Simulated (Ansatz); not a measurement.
# The perfect Ir wire along [110], 9 atoms a period

Aim: is the Ir wire along [110], 9 atoms a period a metal or a semiconductor?

Main program and level: Ansatz 0.2.0; DFT PBE, plane waves, PAW; relaxation of a wire's period; PAW set soft_1, in the first sound run; inputs show where later runs differ.

## 1. Starting point

The cell holds 9 atoms: 9 Ir. Its edges and angles: a = 14.540 Å, b = 12.273 Å, c = 2.737 Å, α = 90.0°, β = 90.0°, γ = 90.0°. Vacuum lies along a and b. The structure's axis is c.

## 2. The relaxed wire

Band widths follow the bond lengths, so the wire is relaxed first. The atoms and the third cell vector are free; the box across stays fixed as vacuum. A Fermi-Dirac smearing is set since the result may be a metal. The pressure printed is a third of the stress's trace over the whole box, vacuum included; only the stress along the axis is relaxed.

The input, input.yaml:

```yaml
crystal:
  lattice:
    - [14.54, 0.0, 0.0]
    - [0.0, 12.273, 0.0]
    - [0.0, 0.0, 2.7365032432]
  atoms:
    - { symbol: Ir, position: [0.233837689, 0.500000264, 0.0] }
    - { symbol: Ir, position: [0.5, 0.277030881, 0.0] }
    - { symbol: Ir, position: [0.5, 0.500000264, 0.0] }
    - { symbol: Ir, position: [0.766162311, 0.500000264, 0.0] }
    - { symbol: Ir, position: [0.366918845, 0.388515573, 0.5] }
    - { symbol: Ir, position: [0.366918845, 0.611484956, 0.5] }
    - { symbol: Ir, position: [0.633081155, 0.388515573, 0.5] }
    - { symbol: Ir, position: [0.633081155, 0.611484956, 0.5] }
    - { symbol: Ir, position: [0.5, 0.722969648, 0.0] }
kpoints:
  mp_grid: { grid: [1, 1, 30] }
scf:
  occupations: { method: fermi_dirac, width: 0.05 }
hamiltonian:
  xc: pbe
  pseudopotentials: { kind: paw, azcp: { folder: soft_1 } }
relax:
  cell: { fix: [a, b, alpha, beta, gamma] }
  max_steps: 45
  f_tol: 0.03
```

On the command line:

```sh
ansatz run input.yaml --threads 4 --pin off --max-ram 16384MiB --backend cpu --events-out ev --progress --plain --runs-dir out
```

Numbers of over 12 decimals in the logs are rounded to 6 here.

The log of the run:

```text
Engine: ansatz 0.2.0, aarch64-unknown-linux-gnu
Pseudopotentials: kind: paw
Pseudopotential: Ir, paw, valence charge 17, recommended cutoff 420 eV (normal), soft_1/Ir.paw.azcp
Functional definition: PBE
  parameter kappa = 0.804
  parameter beta = 0.066725
  exchange = pbe_x(kappa = kappa, mu = beta*pi^2/3)
  correlation = pbe_c(beta = beta)
Crystal: 9 atoms, lattice volume = 488.327 Å³
Basis set: ecut = 420 eV, 9557 PW (Γ), exchange–correlation on 200×180×40 points (8 copies of the dense FFT grid, shifted against one another)
Bands: 92, of which v1, the nominal top of the filled ones, is band 77 counted from 1 (76 counted from 0)
Symmetry: 8 space group operations
Space group: Pmmm (ITA 47), of the structure as read, at distance tolerance 7.9e-5 Å
k-points: 16 of 30
Non-local potential: Ir, projectors of the file, l = 0: 3, l = 1: 2, l = 2: 2, l = 3: 1
PAW form: soft (Blöchl's): semilocal exchange-correlation on the pseudo side does not see the compensation charge
PAW one-centre angular grid: Ir, 590 points (default); XC on 64 Gauss nodes
Initial density: superposition of atomic densities (neutral atoms: chi_scale 0, normalization atom)
Initial wavefunctions: pseudopotential atomic-orbital guess
Functional: x = pbe(κ = 0.804, μ = 0.219515), c = pbe(β = 0.066725)
SCF iter   1: F=—  HF=-107421.133264 eV  |F-HF|=—  |Δ(HF+E_count)|=         —  Δρ=2.93e-2  dr2=9.05e0  ethr=3.10e-3  ⟨swp⟩=8.3  Hψ=6347  notcnv=0  defer=4
preconditioner: auto → LDOS  [metal: Δε(μ)=0.007 eV  Ē_g=5.141 eV  σ=0.050 eV  W_gap=0.03  n_scr=74 (ndim 8)  ℏωp=15.1 eV  f_vac=0.594  D(μ)=16.29/eV (n_scr^D=108)  β→1.0]
SCF iter   2: F=—  HF=-107421.497183 eV  |F-HF|=—  |Δ(HF+E_count)|=   3.64e-1  Δρ=2.99e-2  dr2=1.19e1  ethr=3.10e-3  ⟨swp⟩=3.9  Hψ=3845  notcnv=0  defer=24
SCF iter   3: F=—  HF=-107419.193590 eV  |F-HF|=—  |Δ(HF+E_count)|=    2.30e0  Δρ=4.40e-3  dr2=1.18e-1  ethr=3.10e-3  ⟨swp⟩=3.2  Hψ=2799  notcnv=0  defer=31
SCF iter   4: F=—  HF=-107419.175968 eV  |F-HF|=—  |Δ(HF+E_count)|=   1.76e-2  Δρ=2.01e-3  dr2=1.67e-2  ethr=7.71e-5  ⟨swp⟩=2.7  Hψ=3477  notcnv=0  defer=31
SCF iter   5: F=—  HF=-107419.176737 eV  |F-HF|=—  |Δ(HF+E_count)|=   7.70e-4  Δρ=7.99e-4  dr2=5.30e-3  ethr=1.09e-5  ⟨swp⟩=2.8  Hψ=2855  notcnv=0  defer=31
SCF iter   6: F=—  HF=-107419.176694 eV  |F-HF|=—  |Δ(HF+E_count)|=   4.32e-5  Δρ=3.62e-4  dr2=1.34e-3  ethr=3.47e-6  ⟨swp⟩=2.0  Hψ=2077  notcnv=0  defer=31
SCF iter   7: F=—  HF=-107419.176586 eV  |F-HF|=—  |Δ(HF+E_count)|=   1.08e-4  Δρ=1.19e-4  dr2=2.14e-4  ethr=8.75e-7  ⟨swp⟩=2.0  Hψ=2072  notcnv=0  defer=31
SCF iter   8: F=—  HF=-107419.176563 eV  |F-HF|=—  |Δ(HF+E_count)|=   2.31e-5  Δρ=4.94e-5  dr2=2.80e-5  ethr=1.40e-7  ⟨swp⟩=2.2  Hψ=2119  notcnv=0  defer=31
SCF iter   9: F=—  HF=-107419.176328 eV  |F-HF|=—  |Δ(HF+E_count)|=   2.35e-4  Δρ=1.52e-5  dr2=2.09e-6  ethr=1.83e-8  ⟨swp⟩=2.1  Hψ=2102  notcnv=0  defer=31
SCF iter  10: F=—  HF=-107419.176329 eV  |F-HF|=—  |Δ(HF+E_count)|=   5.27e-7  Δρ=6.75e-6  dr2=5.97e-7  ethr=1.37e-9  ⟨swp⟩=2.0  Hψ=2100  notcnv=0  defer=31
SCF iter  11: F=-107419.176329 eV  HF=-107419.176329 eV  |F-HF|=1.61e-8  |Δ(HF+E_count)|=   1.90e-8  Δρ=2.39e-6  dr2=3.80e-8  ethr=6.54e-11  ⟨swp⟩=3.9  Hψ=6299  notcnv=0
SCF 1 converged in 11 iterations: F = -107419.176329 eV  dr2 = 3.80e-8
  greatest PAW one-centre occupation: 1.000 electrons in one spin orbital (limit 2), on the Ir atom at site 2 (counted from 0), in its partial waves of l = 0
relax step   1: F+E_penalty+E_count = -107419.17632855 eV  Δ(F+E_penalty+E_count) = +0.000e0 eV  max|allowed force component| = 2.590e0 eV/Å  Δτ_max = 0.0000 Å  P = -6.216 GPa  Ω = 488.327 Å³  fix = [a, b, alpha, beta, gamma]  reactions: a -6.937, b -4.099 GPa  (11 SCF iters, dr2 threshold 1.00e-7 eV, accepted)
Crystal: 9 atoms, lattice volume = 474.996 Å³
Basis set: ecut = 420 eV, 9317 PW (Γ), exchange–correlation on 200×180×40 points (8 copies of the dense FFT grid, shifted against one another)
Initial density: handed on by an earlier stage of this run
Initial wavefunctions: those handed on with the density
iter 1 solved again at ethr=1.20e-3 eV; its pass at ethr=3.10e-3 eV (dr2=1.84e0 eV) is discarded
SCF iter   1: F=—  HF=-107420.493128 eV  |F-HF|=—  |Δ(HF+E_count)|=         —  Δρ=1.37e-2  dr2=1.85e0  ethr=1.20e-3  ⟨swp⟩=1.7  Hψ=7590  notcnv=0
preconditioner: auto → LDOS  [metal: Δε(μ)=0.014 eV  Ē_g=5.523 eV  σ=0.050 eV  W_gap=0.07  n_scr=74 (ndim 8)  ℏωp=15.3 eV  f_vac=0.622  D(μ)=14.69/eV (n_scr^D=80)  β→1.0]
SCF iter   2: F=—  HF=-107420.428214 eV  |F-HF|=—  |Δ(HF+E_count)|=   6.49e-2  Δρ=5.95e-3  dr2=3.21e-1  ethr=1.20e-3  ⟨swp⟩=2.6  Hψ=2352  notcnv=0
SCF iter   3: F=—  HF=-107420.382627 eV  |F-HF|=—  |Δ(HF+E_count)|=   4.56e-2  Δρ=2.91e-3  dr2=1.64e-1  ethr=2.10e-4  ⟨swp⟩=3.1  Hψ=3057  notcnv=0  defer=46
SCF iter   4: F=—  HF=-107420.362410 eV  |F-HF|=—  |Δ(HF+E_count)|=   2.02e-2  Δρ=1.21e-3  dr2=2.29e-2  ethr=1.07e-4  ⟨swp⟩=2.0  Hψ=2226  notcnv=0  defer=46
SCF iter   5: F=—  HF=-107420.359845 eV  |F-HF|=—  |Δ(HF+E_count)|=   2.57e-3  Δρ=3.04e-4  dr2=1.69e-3  ethr=1.50e-5  ⟨swp⟩=2.0  Hψ=2036  notcnv=0  defer=46
SCF iter   6: F=—  HF=-107420.359811 eV  |F-HF|=—  |Δ(HF+E_count)|=   3.38e-5  Δρ=8.51e-5  dr2=9.44e-5  ethr=1.10e-6  ⟨swp⟩=2.1  Hψ=2117  notcnv=0  defer=46
SCF iter   7: F=—  HF=-107420.359556 eV  |F-HF|=—  |Δ(HF+E_count)|=   2.55e-4  Δρ=4.22e-5  dr2=1.17e-5  ethr=6.17e-8  ⟨swp⟩=2.2  Hψ=2213  notcnv=0  defer=45
SCF iter   8: F=—  HF=-107420.359559 eV  |F-HF|=—  |Δ(HF+E_count)|=   2.87e-6  Δρ=1.22e-5  dr2=1.54e-6  ethr=7.63e-9  ⟨swp⟩=2.2  Hψ=2092  notcnv=0  defer=45
SCF iter   9: F=-107420.359559 eV  HF=-107420.359559 eV  |F-HF|=3.06e-8  |Δ(HF+E_count)|=   3.62e-7  Δρ=5.30e-6  dr2=2.03e-7  ethr=5.88e-10  ⟨swp⟩=5.0  Hψ=5268  notcnv=0
SCF 2 converged in 9 iterations: F = -107420.359559 eV  dr2 = 2.03e-7
relax step   2: F+E_penalty+E_count = -107420.35955930 eV  Δ(F+E_penalty+E_count) = -1.183e0 eV  max|allowed force component| = 4.996e-1 eV/Å  Δτ_max = 0.1950 Å  P = +0.413 GPa  Ω = 474.996 Å³  energy of the carried Pulay correction = +1.669e-3 eV  fix = [a, b, alpha, beta, gamma]  reactions: a -0.539, b +1.617 GPa  (9 SCF iters, dr2 threshold 9.00e-7 eV, accepted)
Crystal: 9 atoms, lattice volume = 475.843 Å³
Basis set: ecut = 420 eV, 9337 PW (Γ), exchange–correlation on 200×180×40 points (8 copies of the dense FFT grid, shifted against one another)
iter 1 solved again at ethr=6.04e-4 eV; its pass at ethr=3.10e-3 eV (dr2=9.25e-1 eV) is discarded
SCF iter   1: F=—  HF=-107420.493002 eV  |F-HF|=—  |Δ(HF+E_count)|=         —  Δρ=8.69e-3  dr2=9.22e-1  ethr=6.04e-4  ⟨swp⟩=2.1  Hψ=6408  notcnv=0
preconditioner: auto → LDOS  [metal: Δε(μ)=0.010 eV  Ē_g=5.457 eV  σ=0.050 eV  W_gap=0.05  n_scr=74 (ndim 8)  ℏωp=15.3 eV  f_vac=0.619  D(μ)=14.50/eV (n_scr^D=78)  β→1.0]
SCF iter   2: F=—  HF=-107420.456381 eV  |F-HF|=—  |Δ(HF+E_count)|=   3.66e-2  Δρ=2.90e-3  dr2=4.07e-2  ethr=6.02e-4  ⟨swp⟩=2.0  Hψ=2036  notcnv=0
SCF iter   3: F=—  HF=-107420.453930 eV  |F-HF|=—  |Δ(HF+E_count)|=   2.45e-3  Δρ=1.31e-3  dr2=1.24e-2  ethr=2.66e-5  ⟨swp⟩=2.6  Hψ=2919  notcnv=0
SCF iter   4: F=—  HF=-107420.451812 eV  |F-HF|=—  |Δ(HF+E_count)|=   2.12e-3  Δρ=3.28e-4  dr2=1.09e-3  ethr=8.11e-6  ⟨swp⟩=2.2  Hψ=2183  notcnv=0
SCF iter   5: F=—  HF=-107420.451857 eV  |F-HF|=—  |Δ(HF+E_count)|=   4.59e-5  Δρ=1.65e-4  dr2=3.65e-4  ethr=7.16e-7  ⟨swp⟩=2.5  Hψ=2374  notcnv=0
SCF iter   6: F=—  HF=-107420.451590 eV  |F-HF|=—  |Δ(HF+E_count)|=   2.68e-4  Δρ=6.58e-5  dr2=5.54e-5  ethr=2.39e-7  ⟨swp⟩=2.0  Hψ=1905  notcnv=0
SCF iter   7: F=—  HF=-107420.451597 eV  |F-HF|=—  |Δ(HF+E_count)|=   7.15e-6  Δρ=2.25e-5  dr2=4.67e-6  ethr=3.62e-8  ⟨swp⟩=2.1  Hψ=2122  notcnv=0
SCF iter   8: F=-107420.451597 eV  HF=-107420.451598 eV  |F-HF|=5.40e-7  |Δ(HF+E_count)|=   7.23e-7  Δρ=6.84e-6  dr2=8.93e-7  ethr=5.88e-10  ⟨swp⟩=5.7  Hψ=5595  notcnv=0
SCF 3 converged in 8 iterations: F = -107420.451597 eV  dr2 = 8.93e-7
relax step   3: F+E_penalty+E_count = -107420.45159718 eV  Δ(F+E_penalty+E_count) = -9.204e-2 eV  max|allowed force component| = 1.669e-1 eV/Å  Δτ_max = 0.0742 Å  P = +0.027 GPa  Ω = 475.843 Å³  energy of the carried Pulay correction = +1.561e-3 eV  fix = [a, b, alpha, beta, gamma]  reactions: a +0.024, b +0.295 GPa  (8 SCF iters, dr2 threshold 9.00e-7 eV, accepted)
Crystal: 9 atoms, lattice volume = 474.944 Å³
iter 1 solved again at ethr=1.31e-5 eV; its pass at ethr=3.10e-3 eV (dr2=2.01e-2 eV) is discarded
SCF iter   1: F=—  HF=-107420.459308 eV  |F-HF|=—  |Δ(HF+E_count)|=         —  Δρ=1.77e-3  dr2=1.96e-2  ethr=1.31e-5  ⟨swp⟩=2.8  Hψ=5591  notcnv=0
preconditioner: auto → LDOS  [metal: Δε(μ)=0.007 eV  Ē_g=5.452 eV  σ=0.050 eV  W_gap=0.03  n_scr=74 (ndim 8)  ℏωp=15.3 eV  f_vac=0.618  D(μ)=14.11/eV (n_scr^D=78)  β→1.0]
SCF iter   2: F=—  HF=-107420.457823 eV  |F-HF|=—  |Δ(HF+E_count)|=   1.48e-3  Δρ=5.83e-4  dr2=2.00e-3  ethr=1.28e-5  ⟨swp⟩=1.9  Hψ=1569  notcnv=0
SCF iter   3: F=—  HF=-107420.457844 eV  |F-HF|=—  |Δ(HF+E_count)|=   2.08e-5  Δρ=2.39e-4  dr2=3.28e-4  ethr=1.31e-6  ⟨swp⟩=2.0  Hψ=2091  notcnv=0
SCF iter   4: F=—  HF=-107420.457588 eV  |F-HF|=—  |Δ(HF+E_count)|=   2.57e-4  Δρ=6.92e-5  dr2=3.28e-5  ethr=2.15e-7  ⟨swp⟩=2.0  Hψ=2100  notcnv=0
SCF iter   5: F=—  HF=-107420.457593 eV  |F-HF|=—  |Δ(HF+E_count)|=   5.81e-6  Δρ=3.21e-5  dr2=1.54e-5  ethr=2.14e-8  ⟨swp⟩=2.4  Hψ=2576  notcnv=0
SCF iter   6: F=—  HF=-107420.457593 eV  |F-HF|=—  |Δ(HF+E_count)|=   2.61e-7  Δρ=1.38e-5  dr2=2.50e-6  ethr=1.00e-8  ⟨swp⟩=2.4  Hψ=2127  notcnv=0
SCF iter   7: F=-107420.457593 eV  HF=-107420.457594 eV  |F-HF|=2.63e-7  |Δ(HF+E_count)|=   4.56e-7  Δρ=4.70e-6  dr2=3.93e-7  ethr=5.88e-10  ⟨swp⟩=5.0  Hψ=5292  notcnv=0
SCF 4 converged in 7 iterations: F = -107420.457593 eV  dr2 = 3.93e-7
  greatest PAW one-centre occupation: 1.000 electrons in one spin orbital (limit 2), on the Ir atom at site 8 (counted from 0), in its partial waves of l = 0
relax step   4: F+E_penalty+E_count = -107420.45759341 eV  Δ(F+E_penalty+E_count) = -5.996e-3 eV  max|allowed force component| = 2.871e-2 eV/Å  Δτ_max = 0.0154 Å  P = +0.000 GPa  Ω = 474.944 Å³  energy of the carried Pulay correction = +1.676e-3 eV  fix = [a, b, alpha, beta, gamma]  reactions: a -0.045, b +0.064 GPa  (7 SCF iters, dr2 threshold 9.00e-7 eV, accepted)
Basis set: ecut = 420 eV, 9317 PW (Γ), exchange–correlation on 200×180×36 points (8 copies of the dense FFT grid, shifted against one another)
Initial wavefunctions: pseudopotential atomic-orbital guess (no wavefunctions were taken with the density)
iter 1 solved again at ethr=5.11e-7 eV; its pass at ethr=3.10e-3 eV (dr2=7.81e-4 eV) is discarded
SCF iter   1: F=—  HF=-107420.455327 eV  |F-HF|=—  |Δ(HF+E_count)|=         —  Δρ=5.41e-5  dr2=2.79e-6  ethr=5.11e-7  ⟨swp⟩=4.3  Hψ=11551  notcnv=0
preconditioner: auto → LDOS  [metal: Δε(μ)=0.007 eV  Ē_g=5.453 eV  σ=0.050 eV  W_gap=0.04  n_scr=74 (ndim 8)  ℏωp=15.3 eV  f_vac=0.619  D(μ)=14.17/eV (n_scr^D=78)  β→1.0]
SCF iter   2: F=—  HF=-107420.455384 eV  |F-HF|=—  |Δ(HF+E_count)|=   5.69e-5  Δρ=1.32e-5  dr2=5.69e-7  ethr=1.82e-9  ⟨swp⟩=3.0  Hψ=3184  notcnv=0
SCF iter   3: F=—  HF=-107420.455384 eV  |F-HF|=—  |Δ(HF+E_count)|=   1.07e-7  Δρ=4.92e-6  dr2=3.26e-7  ethr=3.72e-10  ⟨swp⟩=2.9  Hψ=2993  notcnv=0
SCF iter   4: F=—  HF=-107420.455384 eV  |F-HF|=—  |Δ(HF+E_count)|=   4.60e-8  Δρ=2.22e-6  dr2=2.66e-8  ethr=2.13e-10  ⟨swp⟩=2.1  Hψ=2147  notcnv=0
SCF iter   5: F=—  HF=-107420.455384 eV  |F-HF|=—  |Δ(HF+E_count)|=   5.15e-9  Δρ=6.75e-7  dr2=7.21e-9  ethr=1.74e-11  ⟨swp⟩=2.3  Hψ=2428  notcnv=0
SCF iter   6: F=—  HF=-107420.455384 eV  |F-HF|=—  |Δ(HF+E_count)|=  7.42e-10  Δρ=2.12e-7  dr2=6.83e-10  ethr=4.71e-12  ⟨swp⟩=2.4  Hψ=2361  notcnv=0
SCF iter   7: F=-107420.455384 eV  HF=-107420.455384 eV  |F-HF|=1.31e-10  |Δ(HF+E_count)|=  1.75e-10  Δρ=1.10e-7  dr2=7.00e-11  ethr=1.00e-12  ⟨swp⟩=4.4  Hψ=6124  notcnv=0
SCF 5 converged in 7 iterations: F = -107420.455384 eV  dr2 = 7.00e-11
relax step   5: F+E_penalty+E_count = -107420.45538353 eV  Δ(F+E_penalty+E_count) = +2.210e-3 eV  max|allowed force component| = 2.885e-2 eV/Å  Δτ_max = 0.0000 Å  P = +0.006 GPa  Ω = 474.944 Å³  fix = [a, b, alpha, beta, gamma]  reactions: a -0.039, b +0.067 GPa  stress off target by 9.95e-3 GPa on what of the cell is left free  SCF on the basis re-selected at this cell (its energy is not comparable with the rows above)  (7 SCF iters)
basis re-selected at this cell: Δ(F+E_penalty+E_count) = +2.210e-3 eV, ΔP = +0.006 GPa vs the last step (what re-selecting the basis moved, of the pressure what is left beyond the Pulay correction that the steps carried, after the strain that the cell walked since its last selection, with what the two solves' SCF thresholds leave and, on support functions, any second-order correction that the steps lacked; it is no measure of the basis error at this ecutwfc). The dense FFT grid was sized anew with the basis: this SCF ran on 100×90×18 points, the steps before it on 100×90×20, so part of this shift can come from that change (see relax.cell in the input reference). [rest of the remark cut]
SCF converged after 7 iterations
Free energy (F): -107420.455384 eV
Harris-Foulkes:  -107420.455384 eV  (|F-HF|=1.31e-10)
Internal energy: -107420.337632 eV  (E = F + TS)
E sigma→0 (E₀):  -107420.396508 eV
Entropy (-TS):   -0.117752 eV (-13.084 meV/atom)
Fermi energy:    3.156326 eV
--- Per-component energies (eV) ---
  E_band       = -4116.020585
  E_kinetic    = 4852.347171
  E_local      = -96550.544564  (includes V_loc(G=0)·N_el)
  E_nonlocal   = 1716.817333
  E_hartree    = 45343.751057
  E_xc         = -2059.846391
  E_vxc        = -2292.732789  (∫ρ·V_xc dr)
  E_paw        = -83389.159849  (= ΣΔE_a)
  E_vpaw       = -2529.413595  (= ΣTr[D̂ρ^β])
  E_aug_tail   = 0.003179  (compensation charges beyond the density's cutoff)
  E_ewald      = 22666.294433
  E_smearing   = -0.117752  (= −TS)
  E_closure    = -0.000000  (closes the sum)
  Σ components = -107420.455384   (vs F -107420.455384, Δ=0.00e0)
--- Forces (eV/Å), atoms counted from 1 ---
  atom   1  Ir    -0.01001092    -0.00000000     0.00000000
  atom   2  Ir     0.00000000    -0.02884587     0.00000000
  atom   3  Ir    -0.00000000     0.00000000     0.00000000
  atom   4  Ir     0.01001092     0.00000000    -0.00000000
  atom   5  Ir     0.02097246    -0.00216330    -0.00000000
  atom   6  Ir     0.02097246     0.00216330    -0.00000000
  atom   7  Ir    -0.02097246    -0.00216330     0.00000000
  atom   8  Ir    -0.02097246     0.00216330     0.00000000
  atom   9  Ir     0.00000000     0.02884587    -0.00000000
  max |Σ_I F_I| component: 3.47e-18 eV/Å
--- Stress (GPa, compression-positive) ---
       -0.038668      -0.000000       0.000000
       -0.000000       0.066550      -0.000000
        0.000000      -0.000000      -0.009949
  P = ⅓ Tr σ = 0.0060 GPa (0.060 kbar)
--- Relaxed structure (4 steps of the walk, 4 accepted, 1 SCFs on fresh bases) ---
  F+E_penalty+E_count = -107420.45538353 eV   max|allowed force component| = 2.885e-2 eV/Å   (the final SCF, on the basis selected at the relaxed cell)
  cell:  # Å, volume = 474.9445 Å³
    - [14.54, 0.0, 0.0]
    - [0.0, 12.273, 0.0]
    - [0.0, 0.0, 2.661508]
  atoms:
    - { symbol: Ir, position: [0.252858, 0.5, 0.0] }
    - { symbol: Ir, position: [0.500000, 0.282502, 0.0] }
    - { symbol: Ir, position: [0.500000, 0.5, 0.0] }
    - { symbol: Ir, position: [0.747142, 0.5, 0.0] }
    - { symbol: Ir, position: [0.371315, 0.384849, 0.5] }
    - { symbol: Ir, position: [0.371315, 0.615151, 0.5] }
    - { symbol: Ir, position: [0.628685, 0.384849, 0.5] }
    - { symbol: Ir, position: [0.628685, 0.615151, 0.5] }
    - { symbol: Ir, position: [0.500000, 0.717498, 0.0] }
```

Wall time 75 s (4 threads of Arm Neoverse V1, shared host); peak memory 1.4 GiB; 4.8 min of CPU time.

(Part 1 of 2 ends here.)

[Logs are printed without paths, hosts, clocks, repeated set-up lines and the standing remarks that a program may print on its own settings, such as how far it seeks lower states.]

[Hosts, paths, dates, database ids (printed as entryN), source tags and the programs' standing remarks are cut or masked in the printed files.]
